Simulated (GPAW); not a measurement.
# CO2 (P4_2/mnm): G0W0 on several meshes in GPAW

How does the mesh move the gap of CO2 (P4_2/mnm)?

Method: LDA and many-body steps on it, plane waves, in GPAW 26.7.0.

## 1. Starting point

Symmetry: P4_2/mnm, No. 136, tetragonal system. The conventional cell has a = 4.227 Å, b = 4.227 Å, c = 4.688 Å, α = 90.00°, β = 90.00°, γ = 90.00°. Nearest to C lie 2 O at 1.17 Å. Nearest to O lie 1 C at 1.17 Å. Farther neighbours and most contacts between anions are not listed.

As a file:

```xyz
6
Lattice="4.2272 0.0000 0.0000 0.0000 4.2272 0.0000 0.0000 0.0000 4.6878" Properties=species:S:1:pos:R:3 pbc="T T T"
C     2.1136    2.1136    2.3439
C     0.0000    0.0000    0.0000
O     1.2886    2.9386    2.3439
O     2.9386    1.2886    2.3439
O     0.8250    0.8250    0.0000
O     3.4022    3.4022    0.0000
```

The cell and positions are those that the Materials Project relaxed with its own functionals (PBE, PBE+U or r2SCAN), kept fixed.

## 2. Empty states on the mesh, 2×2×2 mesh, 291 bands

This step: GPAW 26.7.0; DFT, LDA, plane waves, PAW.

The sums over transitions need many empty states on a uniform mesh; this step solves for them.

run.py reads:

```python
import json
import numpy as np
from gpaw.mpi import world
from gpaw import GPAW

calc = GPAW('gs.gpw').fixed_density(kpts={'size': (2, 2, 2), 'gamma': True},
    parallel={'domain': 1, 'band': 1},
    txt='nscf.txt')
calc.diagonalize_full_hamiltonian(nbands=291)
calc.write('full.gpw', mode='all')
res = {}
kpts = calc.get_ibz_k_points()
res['kpts'] = kpts
res['eigenvalues'] = [calc.get_eigenvalues(kpt=k) for k in range(len(kpts))]
res['n_electrons'] = calc.get_number_of_electrons()

if world.rank == 0:
    with open('result.json', 'w') as f:
        json.dump(res, f, default=lambda x: x.tolist())
```

Started as:

```bash
mpirun -n 4 gpaw python run.py
```

Numbers of over 12 decimals in the logs are rounded to 6 here.

Log:

```text
Diagonalizing LCAO Hamiltonian
Converting LCAO to pw mode
convergence criteria:
- Maximum integral of absolute [eigenst]ate change: 4e-08 eV^2 / valence electron
maximum number of iterations: 100

SCF iterations
|iter     |     time |      energy | eigst |  dens |
|iter:   1|  |             | +0.97 |       |
|iter:   2|  |             | -0.66 |       |
|iter:   3|  |             | -1.75 |       |
[...]
|iter:   8|  |             | -6.05 |       |
|iter:   9|  |             | -6.93 |       |
|iter:  10|  |             | -7.70c|       |
SCF steps: 10
  __  _  _
 | _ |_)|_||  |
 |__||  | ||/\| - 26.7.0

Input parameters:
  mode=PW(ecut=600.0),
  convergence={'density': 1e-06, 'bands': -3},
  gpts=array([24, 24, 27]),
  kpts=MonkhorstPack(size=(2, 2, 2), gamma=True),
  maxiter=100,
  nbands=25,
  occupations=Occupations(name='fermi-dirac', width=0.001, fixmagmom=False),
  parallel={'domain': 1, 'band': 1},
  xc=XC(name='LDA')
Matrix size: 2815x2815
# Writing to full.gpw (mode='all')
  [... matrices ...]

timing:  # [seconds]
  Total: 39.440  # ━━━━━━━━━━━━━━━━━━━━━━━━━━━━━━━━━━━━━━━━━━━━━━━━━━━━━━━━━━
```

It took 44 s on 4 MPI ranks of Arm Neoverse V2, shared host; peak memory 2.6 GiB.

Numbers from this step:

| Property | Result |
| --- | --- |
| gap | 6.295 eV |
| k of the valence top | 0.5, 0.5, 0.5 |
| k of the conduction bottom | 0, 0, 0 |
| least direct gap | 6.787 eV |
| k points computed | 6 |
| lowest point of the top converged band, above the valence top | 123.3537 eV |

On this mesh the gap is 6.295 eV.

## 3. 2×2×2

Now the one-shot GW correction: screening in the RPA, then the self-energy of the levels asked for.

This step: G0W0 on LDA, plane waves, PAW.

run.py reads:

```python
import json
import numpy as np
from gpaw.mpi import world
from gpaw.response.g0w0 import G0W0

gw = G0W0('full.gpw',
    filename='gw',
    kpts=[0, 5],
    bands=(14, 18),
    ecut=39,
    nbands=46,
    integrate_gamma='WS',
    ppa=True)
gw.calculate()
res = {mode: {k: v for k, v in r.items() if k != 'sigma_eskwn'}
       for mode, r in gw.all_results.items()}

if world.rank == 0:
    with open('result.json', 'w') as f:
        json.dump(res, f, default=lambda x: x.tolist())
```

Started as:

```bash
mpirun -n 4 gpaw python run.py
```

Log:

```text
Using integrator: PointIntegrator
FrequencyGridDescriptor(from 0.000+0.000j to 0.000+27.211j eV, 2 points)
Nonperiodic BCs:  [False False False]
Using integrator: PointIntegrator
FrequencyGridDescriptor(from 0.000+0.000j to 0.000+27.211j eV, 2 points)
Nonperiodic BCs:  [False False False]
  ___  _ _ _
 |   || | | |
 | | || | | |
 |__ ||_____|
 |___|

BZ k-points: Symmetries present (total): 8

  [... matrices ...]
8 k-points: 2 x 2 x 2 Monkhorst-Pack grid + [1/4,1/4,1/4]
6 k-points in the irreducible part of the Brillouin zone
       k-points in crystal coordinates                weights
   0:     0.00000000    0.00000000    0.00000000          1/8
   1:     0.00000000    0.00000000    0.50000000          1/8
   2:     0.50000000    0.00000000    0.00000000          2/8
   3:     0.50000000    0.00000000    0.50000000          2/8
   4:     0.50000000    0.50000000    0.00000000          1/8
   5:     0.50000000    0.50000000    0.50000000          1/8

Distributing spins, k-points and bands (1 x 2 x 4) over 4 processes
Number of blocks: 1

Quasi particle states:
k-points (IBZ indices): [0, 5]
Band range: (14, 18)
  [... matrices ...]
Computational parameters:
Plane wave cut-off: 39 eV
Number of bands: 46
Coulomb cutoff: None
Broadening: 0.1 eV

fxc modes: GW
Kernel: RPA
Using Godby-Needs plasmon-pole approximation:
  Fitting energy: i*E0, E0 = 1.000 Hartree
Summing all q:

Calculating screened Coulomb potential
No Coulomb truncation
FrequencyGridDescriptor(from 0.000+0.000j to 0.000+27.211j eV, 2 points)
Removing empty qpoint cache files...

Calculating chi0 body with:
    Ground state adapter containing:
    Number of spins: 1
    Number of kpoints: 8
    Number of irreducible kpoints: 6
    Number of completely occupied states: 16
    Number of partially occupied states: 16
    Occupied states memory: 3.796875 M / cpu

    Linear response parametrization:
    q_c: [0.0, 0.0, 0.0]
    Number of frequency points: 2
    Planewave cutoff: 39.0
    Number of bands: 46
    Number of planewaves: 41
    Broadening (eta): 1e-06
    comm.size: 4
    kncomm.size: 4
    blockcomm.size: 1

    Memory estimate of potentially large arrays:
        chi0_wGG: 0.051300 M / cpu
Integrating chi0 body.

Symmetries of q_c:
    Direct symmetries (Uq -> q): 8
    Indirect symmetries (TUq -> q): 0
In total 8 allowed symmetries.

  [... matrices ...]
6 groups of equivalent kpoints. 25.0% reduction.

Integral kind: response function
Integrating chi0 head and wings.

Symmetries of q_c:
    Direct symmetries (Uq -> q): 8
    Indirect symmetries (TUq -> q): 0
In total 8 allowed symmetries.

  [... matrices ...]
6 groups of equivalent kpoints. 25.0% reduction.

Integral kind: response function wings

Calculating chi0 body with:
    Ground state adapter containing:
    Number of spins: 1
    Number of kpoints: 8
    Number of irreducible kpoints: 6
    Number of completely occupied states: 16
    Number of partially occupied states: 16
    Occupied states memory: 3.796875 M / cpu

    Linear response parametrization:
[... the further q-points ...]

Results:
f:      Occupation numbers
eps:     KS-eigenvalues [eV]
vxc:     KS vxc [eV]
exx:     Exact exchange [eV]
sigma:   Self-energies [eV]
dsigma:  Self-energy derivatives
Z:       Renormalization factors
qp:      QP-energies [eV]

k-point 0 (0): (0.000, 0.000, 0.000)                GW
band       f     eps     vxc     exx   sigma  dsigma       Z      qp
                                                                   GW
  14   1.000  -3.074 -20.457 -25.670   3.115  -0.191   0.839  -4.836
  15   1.000  -3.074 -20.456 -25.670   3.115  -0.191   0.840  -4.836
  16   0.000   3.713 -11.530  -6.367  -2.551  -0.124   0.890   6.037
  17   0.000   4.783 -17.402 -11.012  -1.786  -0.157   0.864   8.763

k-point 1 (5): (0.500, 0.500, 0.500)                GW
band       f     eps     vxc     exx   sigma  dsigma       Z      qp
                                                                   GW
  14   1.000  -2.581 -21.178 -26.269   3.110  -0.190   0.840  -4.246
  15   1.000  -2.581 -21.178 -26.269   3.109  -0.190   0.840  -4.246
  16   0.000   4.982 -16.541 -10.129  -1.995  -0.152   0.868   8.814
  17   0.000   4.982 -16.541 -10.129  -1.991  -0.152   0.868   8.818
```

The job ended after 5.3 s (4 MPI ranks; peak memory 0.96 GiB).

Numbers from this step:

| Quantity | Value |
| --- | --- |
| G0W0 gap on the points computed | 10.28 eV |
| least direct G0W0 gap on the computed points | 10.87 eV |
| Z at the valence top | 0.8403 |
| Z at the conduction bottom | 0.8896 |
| starting gap on the mesh | 6.295 eV |
| k of the valence top | 0.5, 0.5, 0.5 |
| k of the conduction bottom | 0, 0, 0 |

The gap on the mesh goes from 6.29 eV to 10.28 eV, a correction of +3.99 eV.

## 4. Empty states on the mesh, 4×4×4 mesh, 56 bands

This step: DFT, LDA, plane waves, PAW.

run.py reads:

```python
import json
import numpy as np
from gpaw.mpi import world
from gpaw import GPAW

calc = GPAW('gs.gpw').fixed_density(kpts={'size': (4, 4, 4), 'gamma': True},
    parallel={'domain': 1, 'band': 1},
    txt='nscf.txt')
calc.diagonalize_full_hamiltonian(nbands=56)
calc.write('full.gpw', mode='all')
res = {}
kpts = calc.get_ibz_k_points()
res['kpts'] = kpts
res['eigenvalues'] = [calc.get_eigenvalues(kpt=k) for k in range(len(kpts))]
res['n_electrons'] = calc.get_number_of_electrons()

if world.rank == 0:
    with open('result.json', 'w') as f:
        json.dump(res, f, default=lambda x: x.tolist())
```

Started as:

```bash
mpirun -n 4 gpaw python run.py
```

Log:

```text
Diagonalizing LCAO Hamiltonian
Converting LCAO to pw mode
convergence criteria:
- Maximum integral of absolute [eigenst]ate change: 4e-08 eV^2 / valence electron
maximum number of iterations: 100

SCF iterations
|iter     |     time |      energy | eigst |  dens |
|iter:   1|  |             | +0.97 |       |
|iter:   2|  |             | -0.68 |       |
|iter:   3|  |             | -1.68 |       |
[...]
|iter:   8|  |             | -5.87 |       |
|iter:   9|  |             | -6.66 |       |
|iter:  10|  |             | -7.48c|       |
SCF steps: 10
  __  _  _
 | _ |_)|_||  |
 |__||  | ||/\| - 26.7.0

Input parameters:
  mode=PW(ecut=600.0),
  convergence={'density': 1e-06, 'bands': -3},
  gpts=array([24, 24, 27]),
  kpts=MonkhorstPack(size=(4, 4, 4), gamma=True),
  maxiter=100,
  nbands=25,
  occupations=Occupations(name='fermi-dirac', width=0.001, fixmagmom=False),
  parallel={'domain': 1, 'band': 1},
  xc=XC(name='LDA')
Matrix size: 2815x2815
# Writing to full.gpw (mode='all')
  [... matrices ...]

timing:  # [seconds]
  Total: 112.997  # ━━━━━━━━━━━━━━━━━━━━━━━━━━━━━━━━━━━━━━━━━━━━━━━━━━━━━━━━━
```

Wall time 2 min (4 MPI ranks); peak memory 3.5 GiB.

Numbers from this step:

```yaml
gap: 6.295 eV
k_of_the_valence_top: 0.5, 0.5, 0.5
k_of_the_conduction_bottom: 0, 0, 0
least_direct_gap: 6.787 eV
k_points_computed: 21
lowest_point_of_the_top_converged_band_above_the_valence_top: 33.85 eV
```

On this mesh the gap is 6.295 eV.

## 5. 4×4×4

This step: G0W0 on LDA, plane waves, PAW.

run.py reads:

```python
import json
import numpy as np
from gpaw.mpi import world
from gpaw.response.g0w0 import G0W0

gw = G0W0('full.gpw',
    filename='gw',
    kpts=[0, 20],
    bands=(14, 18),
    ecut=39,
    nbands=46,
    integrate_gamma='WS',
    ppa=True)
gw.calculate()
res = {mode: {k: v for k, v in r.items() if k != 'sigma_eskwn'}
       for mode, r in gw.all_results.items()}

if world.rank == 0:
    with open('result.json', 'w') as f:
        json.dump(res, f, default=lambda x: x.tolist())
```

Started as:

```bash
mpirun -n 4 gpaw python run.py
```

Log:

```text
Using integrator: PointIntegrator
FrequencyGridDescriptor(from 0.000+0.000j to 0.000+27.211j eV, 2 points)
Nonperiodic BCs:  [False False False]
Using integrator: PointIntegrator
FrequencyGridDescriptor(from 0.000+0.000j to 0.000+27.211j eV, 2 points)
Nonperiodic BCs:  [False False False]
  ___  _ _ _
 |   || | | |
 | | || | | |
 |__ ||_____|
 |___|

BZ k-points: Symmetries present (total): 8

  [... matrices ...]
64 k-points: 4 x 4 x 4 Monkhorst-Pack grid + [1/8,1/8,1/8]
21 k-points in the irreducible part of the Brillouin zone
       k-points in crystal coordinates                weights
   0:     0.00000000    0.00000000    0.00000000          1/64
   1:     0.00000000    0.00000000    0.25000000          2/64
   2:     0.00000000    0.00000000    0.50000000          1/64
[...]
9:     0.25000000    0.25000000    0.00000000          2/64
          ...
  20:     0.50000000    0.50000000    0.50000000          1/64

Distributing spins, k-points and bands (1 x 2 x 4) over 4 processes
Number of blocks: 1

Quasi particle states:
k-points (IBZ indices): [0, 20]
Band range: (14, 18)
  [... matrices ...]
Computational parameters:
Plane wave cut-off: 39 eV
Number of bands: 46
Coulomb cutoff: None
Broadening: 0.1 eV

fxc modes: GW
Kernel: RPA
Using Godby-Needs plasmon-pole approximation:
  Fitting energy: i*E0, E0 = 1.000 Hartree
Summing all q:

Calculating screened Coulomb potential
No Coulomb truncation
FrequencyGridDescriptor(from 0.000+0.000j to 0.000+27.211j eV, 2 points)
Removing empty qpoint cache files...

Calculating chi0 body with:
    Ground state adapter containing:
    Number of spins: 1
    Number of kpoints: 64
    Number of irreducible kpoints: 21
    Number of completely occupied states: 16
    Number of partially occupied states: 16
[...]
Number of frequency points: 2
    Planewave cutoff: 39.0
    Number of bands: 46
    Number of planewaves: 41
    Broadening (eta): 1e-06
    comm.size: 4
    kncomm.size: 4
    blockcomm.size: 1

    Memory estimate of potentially large arrays:
        chi0_wGG: 0.051300 M / cpu
Integrating chi0 body.

Symmetries of q_c:
    Direct symmetries (Uq -> q): 8
    Indirect symmetries (TUq -> q): 0
In total 8 allowed symmetries.

  [... matrices ...]
21 groups of equivalent kpoints. 67.1875% reduction.

Integral kind: response function
Integrating chi0 head and wings.

Symmetries of q_c:
    Direct symmetries (Uq -> q): 8
    Indirect symmetries (TUq -> q): 0
In total 8 allowed symmetries.

  [... matrices ...]
21 groups of equivalent kpoints. 67.1875% reduction.

Integral kind: response function wings

Calculating chi0 body with:
    Ground state adapter containing:
    Number of spins: 1
    Number of kpoints: 64
    Number of irreducible kpoints: 21
    Number of completely occupied states: 16
    Number of partially occupied states: 16
    Occupied states memory: 3.796875 M / cpu

    Linear response parametrization:
[... the further q-points ...]

Results:
f:      Occupation numbers
eps:     KS-eigenvalues [eV]
vxc:     KS vxc [eV]
exx:     Exact exchange [eV]
sigma:   Self-energies [eV]
dsigma:  Self-energy derivatives
Z:       Renormalization factors
qp:      QP-energies [eV]

k-point 0 (0): (0.000, 0.000, 0.000)                GW
band       f     eps     vxc     exx   sigma  dsigma       Z      qp
                                                                   GW
  14   1.000  -3.074 -20.457 -25.659   3.102  -0.190   0.840  -4.839
  15   1.000  -3.074 -20.456 -25.659   3.102  -0.190   0.840  -4.839
  16   0.000   3.713 -11.530  -6.382  -2.543  -0.123   0.890   6.033
[...]
k-point 1 (20): (0.500, 0.500, 0.500)                GW
band       f     eps     vxc     exx   sigma  dsigma       Z      qp
                                                                   GW
[...]
16   0.000   4.982 -16.541 -10.130  -1.987  -0.152   0.868   8.823
  17   0.000   4.982 -16.541 -10.130  -1.986  -0.152   0.868   8.823
```

Wall time 32 s (4 MPI ranks); peak memory 1.3 GiB.

This step gave:

| Quantity | Value |
| --- | --- |
| G0W0 gap on the points computed | 10.27 eV |
| least direct G0W0 gap on the computed points | 10.87 eV |
| Z at the valence top | 0.8407 |
| Z at the conduction bottom | 0.8903 |
| starting gap on the mesh | 6.295 eV |
| k of the valence top | 0.5, 0.5, 0.5 |
| k of the conduction bottom | 0, 0, 0 |

Against G0W0 in GPAW (2×2×2 mesh, 46 bands, screening to 39 eV, Godby-Needs plasmon pole), the gap moves by −0.008 eV.

## 6. The runs together

Times are wall times on 4 MPI ranks of Arm Neoverse V2, shared host, good to a factor of about two.

```
  run   mesh  bands  screening cutoff (eV)  DFT gap (eV)  gap on the mesh (eV)  direct (eV)   time
2×2×2  2×2×2     46                     39         6.295                10.282       10.873  5.3 s
4×4×4  4×4×4     46                     39         6.295                10.274       10.872   32 s
```

## 7. Outcome

| Property | Result |
| --- | --- |
| 2×2×2 | 10.282 eV |
| 4×4×4 | 10.274 eV |
| known limits | not at the basis limit; coarse k mesh |

4×4×4: −0.008 eV against 2×2×2. Bands and cutoff are finite, so the gap is not at the basis limit. The miss can reach some tenths of an eV and take either sign; the mesh is an error of its own. These stock PAW sets were not made for GW. In the G0W0 runs levels were corrected at 2 k points alone, so a gap called «on the mesh» is the least over those, and an edge elsewhere would be missed. The 2×2×2 mesh is coarse for this cell, which bears on the long-range parts of exchange and screening. Mesh or cutoff lie under what a gap needs, so these runs test behaviour and cost; their gaps are not to be quoted.

[Paths, hosts, dates, memory and timing lines, banners, echoed tables and standing remarks are left out of the program output.]

[Logs are printed without paths, hosts, clocks, repeated set-up lines and the standing remarks that a program may print on its own settings, such as how far it seeks lower states.]

[Runs of the session that timed out or met a known fault of the program may be left out.]

[Hosts, paths, dates, database ids (printed as entryN), source tags and the programs' standing remarks are cut or masked in the printed files.]
